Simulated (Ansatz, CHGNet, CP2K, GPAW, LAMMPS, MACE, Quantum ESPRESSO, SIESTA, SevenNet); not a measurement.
# Which run comes nearest? Mg36Fe35Al29 (at. %) at 1400 K with crystalline order left by the classical run (69 atoms)

Density of this cell: 2.84 g/cm³. The cell holds 69 atoms: 25 Mg, 24 Fe and 20 Al. Its edges and angles: a = 11.327 Å, b = 11.327 Å, c = 11.327 Å, α = 90.0°, β = 90.0°, γ = 90.0°. 69 atoms (25 Mg, 24 Fe, 20 Al) placed at random at 3.11 g/cm³, melted at 2000 K for 10 ps at fixed volume with the MEAM Al-Si-Mg-Cu-Fe potential (Jelinek et al., Phys. Rev. B 85, 245102 (2012)). Snapshot at the end of a hold of 10 ps at 1400 K and zero pressure.

Geometry: as built.

The reference, a calculation:

| Property | Result |
| --- | --- |
| method | Kohn-Sham DFT, PBE, PAW, plane waves (Ansatz 0.2.0); cutoff 420 eV, Γ point, fermi-dirac smearing of 0.05 eV, spin polarised, started with 24 parallel moments, ending at 57.7 μB in the cell; PAW set soft_2 |
| r.m.s. force component | 0.6373 eV/Å |
| longest force | 3.803 eV/Å |
| pressure | -3.632 GPa |
| SCF cycles | 62 |
| time | 3.2 min on 4 threads of Arm Neoverse V1, shared host |
| CPU time | 13 min |

Q: Estimate the differences from the reference, the CPU time and the memory of each run.
- SIESTA PBE, DZP, shift 0.01 Ry, mesh 500 Ry (SIESTA 5.4.2; 4 MPI ranks)
- SevenNet l3i5 potential (SevenNet l3i5; 1 thread)
- CHGNet 0.3.0 potential (CHGNet 0.3.0; 1 thread)
- MACE MPA-0 medium potential (MACE MPA-0 medium; 1 thread)
- QE PBE, sssp-1.3.0-efficiency, 60/480 Ry (Quantum ESPRESSO 7.5; 4 MPI ranks)

Differences are against the plane-wave reference, forces as r.m.s. over components; share is that over the reference's r.m.s. force, slope the least-squares factor from reference forces to these. Total energies of different programs have different zeros and aren't compared.

| run | Δ force, r.m.s. (meV/Å) | share (%) | slope | Δ pressure (GPa) | cores | CPU time | memory (GiB) |
| --- | --- | --- | --- | --- | --- | --- | --- |
| reference | - | - | - | - | 4 | 13 min | 3.4 |
| SIESTA PBE, DZP, shift 0.01 Ry, mesh 500 Ry | 148 | 23.2 | 1.113 | 0.493 | 4 | 50 min | 3.4 |
| SevenNet l3i5 potential | 236 | 37.0 | 0.938 | -2.01 | 1 | 11 s | 1.0 |
| CHGNet 0.3.0 potential | 210 | 32.9 | 1.029 | -0.343 | 1 | 4.6 s | 0.81 |
| MACE MPA-0 medium potential | 113 | 17.7 | 0.984 | -0.606 | 1 | 8.8 s | 0.87 |
| QE PBE, sssp-1.3.0-efficiency, 60/480 Ry | 10.6 | 1.66 | 1.006 | -0.204 | 4 | 64 min | 5.2 |

Times of the machine-learned potentials are mostly Python's start and the loading of weights.

CPU time is summed over cores on a shared host, where runs went side by side, so it is rough. Symmetry, cutoffs, thresholds, outputs and thread counts weren't matched or tuned between programs; memory under MPI is the largest rank's times the ranks.

PBE on plane waves or a grid with other potentials, cutoffs or grids differs from the reference by 1.7 % (QE PBE, sssp-1.3.0-efficiency, 60/480 Ry) of the r.m.s. force; this holds the reference's own error, so differences of a few per cent don't tell which side is nearer the exact PBE result (QE's 60 Ry are 816 eV, against the reference's 420 eV). The PBE run in local orbitals differs by 23 % (SIESTA PBE, DZP, shift 0.01 Ry, mesh 500 Ry); basis, grid and potentials can all enter. Machine-learned potentials differ by 18 % (MACE MPA-0 medium potential) to 37 % (SevenNet l3i5 potential); they were trained on other programs' data. None of the electronic-structure runs in the table takes under half the reference's CPU time of 13 min; they take 3.9 to 5.0 times as much. Machine-learned potentials mimic data converged in k, so the reference's own k-point error enters their differences. The network of bonds at the start is that of the classical potential that made the cell, and needn't be the one that DFT or experiment would give. The run was spin polarised, started with 24 parallel moments, ending at 57.7 μB in the cell; that starting order needn't be the real material's, and it bears on forces, charges and levels. The electronic-structure runs sample only Γ, in a cell whose shortest periodic width is 11 Å, which is coarse for a cell with partly filled levels.

[Hosts, paths, dates, database ids (printed as entryN), source tags and the programs' standing remarks are cut or masked in the printed files.]
